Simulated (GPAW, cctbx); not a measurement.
# How far are the atoms of TiCd2GeAs4 from free atoms?

Question: by how much does bonding change the X-ray structure factors of TiCd2GeAs4, and what does a routine refinement make of it?

The cell comes from substitution in a known structure type and wasn't matched to any measured phase. All numbers below are calculated.

**1. Relax the structure**

The density hangs on the geometry, so cell and atoms are relaxed first, with the symmetry held. The cutoff is set higher than for the density because stress converges slowly with plane waves.

Settings: GPAW 26.7.0, PBE, 570 eV, 4×4×4 k-points, Fermi–Dirac width 0.1 eV, BFGS to 0.03 eV/Å.

```text
cell
1.0
     5.926000000    0.000000000    0.000000000
     0.000000000    5.926000000    0.000000000
    -2.963000000   -2.963000000    6.021500000
Cd As Ge Ti
2 4 1 1
Direct
0.000000000 0.000000000 0.000000000
0.750000000 0.250000000 0.500000000
0.378800000 0.870100000 0.258400000
0.879600000 0.388300000 0.258400000
0.611700000 0.621200000 0.741600000
0.129900000 0.120400000 0.741600000
0.250000000 0.750000000 0.500000000
0.500000000 0.500000000 0.000000000
```

```console
$ OMP_NUM_THREADS=1 mpirun -n 4 gpaw python run.py > gpaw.log
```

```text
BFGS:    0      -32.657427        1.111349
BFGS:    1      -32.723946        0.976374
BFGS:    2      -32.950231        0.132990
BFGS:    3      -32.951422        0.112899
...
BFGS:   11      -32.968581        0.055812
BFGS:   12      -32.969183        0.041234
BFGS:   13      -32.969514        0.019861
cell  5.9955 5.9955 7.2330  114.48 114.48 90.00
volume 210.654 A^3, largest force 0.015 eV/A, largest stress 0.06 GPa
```

After 13 steps the volume has changed by -0.4 % and the energy by -0.312 eV; the largest stress left is 0.06 GPa. It took 3.2 min on 4 cores of Intel(R) Xeon(R) 6975P-C (Granite Rapids) (shared host), peak memory 1.6 GiB.

Relaxed structure: I-4 (no. 82), a = 5.9955 Å, b = 5.9955 Å, c = 11.7208 Å, α = 90.00°, β = 90.00°, γ = 90.00°.

| atom | mult. | x | y | z |
| --- | --- | --- | --- | --- |
| Cd1 | 2 | 0 | 0 | 0 |
| Cd2 | 2 | 0 | 1/2 | 1/4 |
| As1 | 8 | 0.2802 | 0.2474 | 0.1247 |
| Ge1 | 2 | 1/2 | 0 | 1/4 |
| Ti1 | 2 | 1/2 | 1/2 | 0 |

**2. Density and charge transfer**

X-rays see the whole electron density, so the PAW density is rebuilt with its core regions. Subtracting spherical free atoms from the same code cancels the cores and leaves the deformation density Δρ, the part due to bonding.

Settings: PBE, 450 eV, 5×5×5 k-points, Fermi–Dirac width 0.1 eV; primitive cell of 8 atoms.

```console
$ OMP_NUM_THREADS=1 mpirun -n 4 gpaw python run.py > gpaw.log
```

```text
|iter:   1|       0s |  -34.235744 | -0.50 |       |
|iter:   2|       2s |  -33.923006 | -2.26 | -1.11 |
|iter:   3|       3s |  -33.890712 | -0.79 | -1.15 |
...
|iter:  10|      12s |  -32.873544c| -5.90 | -3.63 |
|iter:  11|      14s |  -32.873536c| -6.97 | -4.01c|
|iter:  12|      15s |  -32.873537c| -7.87c| -4.61c|
```

```text
gpts.py:43: UserWarning: Initial realspace grid (30,30,36) inconsistent with symmetries.
gpts.py:43: UserWarning: Initial realspace grid (30,30,36) inconsistent with symmetries.
gpts.py:43: UserWarning: Initial realspace grid (30,30,36) inconsistent with symmetries.
gpts.py:43: UserWarning: Initial realspace grid (30,30,36) inconsistent with symmetries.
gpts.py:70: UserWarning: Using symmetrized grid: (36,36,36).
gpts.py:70: UserWarning: Using symmetrized grid: (36,36,36).
gpts.py:70: UserWarning: Using symmetrized grid: (36,36,36).
gpts.py:70: UserWarning: Using symmetrized grid: (36,36,36).
grid (72, 72, 72)  electrons 282.000  moved by bonding 1.960 e
deformation density beyond 0.5 A of the nuclei: max 0.379, min -0.318 e/A^3
atom        x       y       z   Voronoi charge  moment
Cd1    0.0000  0.0000  0.0000      0.287       0.00
Cd2    0.2500  0.7500  0.5000      0.302       0.00
As3    0.4049  0.3721  0.2494     -0.223       0.00
As4    0.8445  0.8772  0.2494     -0.223       0.00
As5    0.1228  0.5951  0.7506     -0.223       0.00
As6    0.6279  0.1555  0.7506     -0.223       0.00
Ge7    0.7500  0.2500  0.5000      0.134       0.00
Ti8    0.5000  0.5000  0.0000      0.167       0.00
mean inner potential of superposed free atoms 14.297 V
total magnetic moment 0.000 muB
```

Deformation density in a plane through the shortest contact of the As atom at the origin, in 0.01 e/Å³ (clipped at ±99); x from -1.6 to 4.1 Å, y from 2.4 down to -2.4 Å:

```text
 -4   .   .  18  -3  -4  -2  -1  -1  -1  -1  -1  -1  -1  -1  -1
 -2   .   .   4  -3  -3  -2  -1  -1  -1  -1  -1  -1  -1  -1  -1
 -7 -17   2   9   4   1   0  -1  -1  -2  -2  -1  -1  -1  -1  -1
 -5  -2  10  16  12   5   1   0  -1  -3  -4  -3  -1  -1  -1  -1
 -2   2  10  15  10   3   1   2   1  -3  -6  -5  -3  -1  -1  -1
 -1   0   3   1   .  -4  -2   7   7  -2  -3   .  -5  -4  -3  -2
 -1  -2  -3  -2   .   .  -3  10  10  -2   .   .  -2  -6  -4  -2
 -1  -1  -2  -2   .  -3  -1   7   7  -2  -4   .  -4  -3  -2  -1
 -1   0   1   2   2  -1   0   2   2  -2  -2   2   6   5   1   0
  0   0   1   2   2   0   0   0  -1  -1   3   9  12   8   2   1
 -1   0   0   1   1   0  -1  -1  -1   0   2   4   3  -1  -2   2
 -1  -1   0   0   0   0  -1  -1  -1  -1  -1  -3  -5   .  -3   4
 -1  -1  -1  -1  -1  -1  -1  -1  -1  -1  -1  -3   .   .   .   3
```

Atoms in or within 0.15 Å of the plane: As (0.0, 0.0), As (3.3, -2.3), Ge (2.5, 0.0), Ti (-1.1, 2.2) Å. Dots mark points within about 0.45 Å of a nucleus; large values next to them are atomic features.

As gains most (-0.22 e) and Cd loses most (+0.29 e), in averages over each element's sites; As is the most electronegative element, but the order of the others doesn't follow electronegativity. Such charges fall far short of formal ones, since overlapping free atoms already put density on their neighbours. Along the shortest contact from the As atom at the map's origin, As–Ge at 2.47 Å, Δρ is +0.12 e/Å³ at the midpoint: a bond charge, the mark of covalency. At the midpoints of other shortest contacts it is +0.16 (As–Ti, 2.48 Å) and +0.06 (Cd–As, 2.68 Å) e/Å³. Point values carry grid noise of about 0.01 e/Å³. The run needed 12 iterations, 25 s.

**3. Structure factors**

The Fourier components of Δρ, added to those of the free atoms, give the static X-ray structure factors; the Mott–Bethe relation turns them into the Fourier components V of the potential that fast electrons feel.

```text
static structure factors of the conventional cell: F in electrons, V (Mott-Bethe) in volts
   h  k  l      d  |F| table  |F| free   |F| DFT   change   |V| free  |V| DFT  change %
   0  0  2  5.8604    19.363    19.269    19.082   -0.187     0.111    0.041    -62.9
   0  1  1  5.3377    38.169    38.207    37.664   -0.543     0.034    0.137    308.7
   1  1  0  4.2395    20.849    20.838    20.508   -0.331     0.007    0.058        -
   1  1  2  3.4349   342.811   342.940   343.728    0.788     6.872    6.771     -1.5
   0  1  3  3.2733    76.813    76.834    76.774   -0.061     0.985    0.990      0.6
   0  2  0  2.9978    38.791    38.524    37.634   -0.889     0.680    0.767     12.8
   0  0  4  2.9302    30.703    30.403    29.389   -1.013     0.524    0.618     18.1
   0  2  2  2.6689    21.374    21.494    21.644    0.150     0.153    0.142     -7.4
   1  2  1  2.6137    73.815    73.762    73.672   -0.090     1.104    1.106      0.1
   2  1  1  2.6137    91.246    91.286    91.349    0.064     1.216    1.211     -0.4
   1  1  4  2.4105    18.374    18.467    18.727    0.260     0.057    0.037    -35.1
   1  2  3  2.2107    61.944    61.942    61.860   -0.081     0.738    0.737     -0.1
   2  1  3  2.2107    35.412    35.354    35.565    0.211     0.568    0.563     -0.9
   0  1  5  2.1832    69.096    69.050    69.139    0.088     0.844    0.841     -0.3
```

The largest X-ray change is -1.01 e on 004, 3.3 % of |F|. For electrons V goes as (Z − F)/g², so a change of F counts against Z − F, which is small at low angle and wherever the atoms' terms cancel: |V| of 002 moves by -62.9 % (0.11 to 0.04 V) against -1.0 % in |F|. These compare absolute values; so weak a component may also change sign. The tabulated Hartree–Fock atoms differ from the free DFT atoms by up to 0.30 e, so the choice of reference atom matters too.

**4. Refining ordinary atoms against data with bonding**

Routine crystallography fits spherical atoms. To see the bias, intensities are simulated from tabulated atoms plus the DFT change ΔF, so that bonding alone can misfit (9678 reflections of the full sphere, merged to the counts below, to 0.45 Å, 0.5 % proportional noise plus counting noise, assumed isotropic U as listed, Δρ smeared by the mean U) and refined with cctbx over different ranges.

| range | data | R1 | GooF | U Cd1 (true 0.0067) | U Cd2 (true 0.0067) | U As1 (true 0.0077) | U Ge1 (true 0.0078) | largest shift (Å) | Δρ max, min (e/Å³) |
| --- | --- | --- | --- | --- | --- | --- | --- | --- | --- |
| all data | 2426 | 0.0084 | 0.97 | 0.0067 | 0.0067 | 0.0077 | 0.0078 | 0.0001 | 0.27, -0.31 |
| low resolution, d > 0.84 | 374 | 0.0056 | 1.07 | 0.0067 | 0.0067 | 0.0076 | 0.0077 | 0.0001 | 0.11, -0.14 |
| high order, d < 0.75 | 1897 | 0.0100 | 0.95 | 0.0067 | 0.0067 | 0.0077 | 0.0078 | 0.0001 | 0.25, -0.27 |
| occupancies free, d > 0.7 | 650 | 0.0058 | 1.01 | 0.0067 | 0.0067 | 0.0077 | 0.0077 | 0.0003 | 0.16, -0.17 |

With all data GooF is 0.97, so at this noise the bonding hardly shows; the top residual peak, near noise level, lies 0.36 Å from As and 2.14 Å from Ge. No U is off by more than 3 s.u. at low resolution. With Cd1 held at 1 and the scale free, the other occupancies refine to Cd2 0.999(0.002), As1 1.000(0.001), Ge1 0.999(0.002) and Ti1 0.997(0.003), within three s.u. of full.

**5. Answer**

Bonding moves 1.96 e in the primitive cell of TiCd2GeAs4 and changes the structure factors of the conventional cell in the table above by at most 1.01 e (004, 3.3 %). The shortest bond, As–Ge, has Δρ = +0.12 e/Å³ at its midpoint, a covalent bond charge. With all data GooF is 0.97, so at this noise the bonding hardly shows. Limits: static density, frozen cores, no spin–orbit coupling.

[Outputs are excerpts: Python notices, other lines and further rows are left out; steps that failed or that the build refused (PBEsol, TPSS) are not shown.]

[Logs are printed without paths, hosts, clocks, repeated set-up lines and the standing remarks that a program may print on its own settings, such as how far it seeks lower states.]
